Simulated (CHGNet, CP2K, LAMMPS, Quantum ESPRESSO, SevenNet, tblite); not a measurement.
# Bulk modulus two ways: glassy 67SiO2-6Al2O3-28SrO (mol %) (102 atoms), CP2K double zeta, PBEsol

The cell holds 102 atoms (24 Si, 4 Al, 10 Sr and 64 O). Recipe: 102 atoms (24 Si, 4 Al, 10 Sr, 64 O) placed at random at 2.96 g/cm³, melted at 4000 K for 10 ps at fixed volume with the Morse and Coulomb pair potential with partial charges (Pedone, Malavasi, Menziani, Cormack and Segre, J. Phys. Chem. B 110, 11780 (2006)). Quenched from 4000 K to 300 K at 10 K/ps and fixed volume, held 10 ps at zero pressure. Then the atoms were relaxed with SevenNet 0 in the fixed cell.

Calculated with CP2K 2026.2: PBEsol; DZVP-UZH, GTH-PBE potentials, 600 Ry; k-points Γ. The cell is scaled evenly by ±3 % in volume, and SevenNet 0 relaxes the atoms at each volume before the single point.

```
volume (Å³/atom)  energy less the middle row's (meV/atom)  pressure (GPa)
          14.147                                   -2.444           0.526
          14.584                                    0.000          -1.170
          15.022                                    5.863          -2.433
```

Task: Find the bulk modulus at the middle volume from the pressures and from the energies, and check the printed pressure against the slope of the energy (1 meV/Å³ = 0.16022 GPa).

Worked:

The step is h = 0.4375 Å³. From pressures: B = −V dP/dV = 14.584 × (0.526 − (-2.433)) / (2 × 0.4375) = 49.3 GPa.

From energies: B = V d²E/dV² = 14.584 × (-2.444 + (5.863)) / 0.4375² = 260.5 meV/Å³ = 41.7 GPa.

Slope: P = −dE/dV = −(5.863 − (-2.444)) / (2 × 0.4375) = -9.49 meV/Å³ = -1.52 GPa, against -1.17 GPa printed.

The modulus from energies lies 15 % under that from pressures.

A central difference over ±3 % overstates P by about B(1 + B′)(0.03)²/6, some 0.04 GPa for B′ = 4, which is small against the gap found. The atoms follow SevenNet 0, so this level's forces do work along the path, which enters the energies but not the printed pressures.

Limits: three points, a static cell at zero temperature, the cell shape held; the modulus is that at -1.2 GPa, not at zero pressure.

[Logs are printed without paths, hosts, clocks, repeated set-up lines and the standing remarks that a program may print on its own settings, such as how far it seeks lower states.]

[Hosts, paths, dates, database ids (printed as entryN), source tags and the programs' standing remarks are cut or masked in the printed files.]
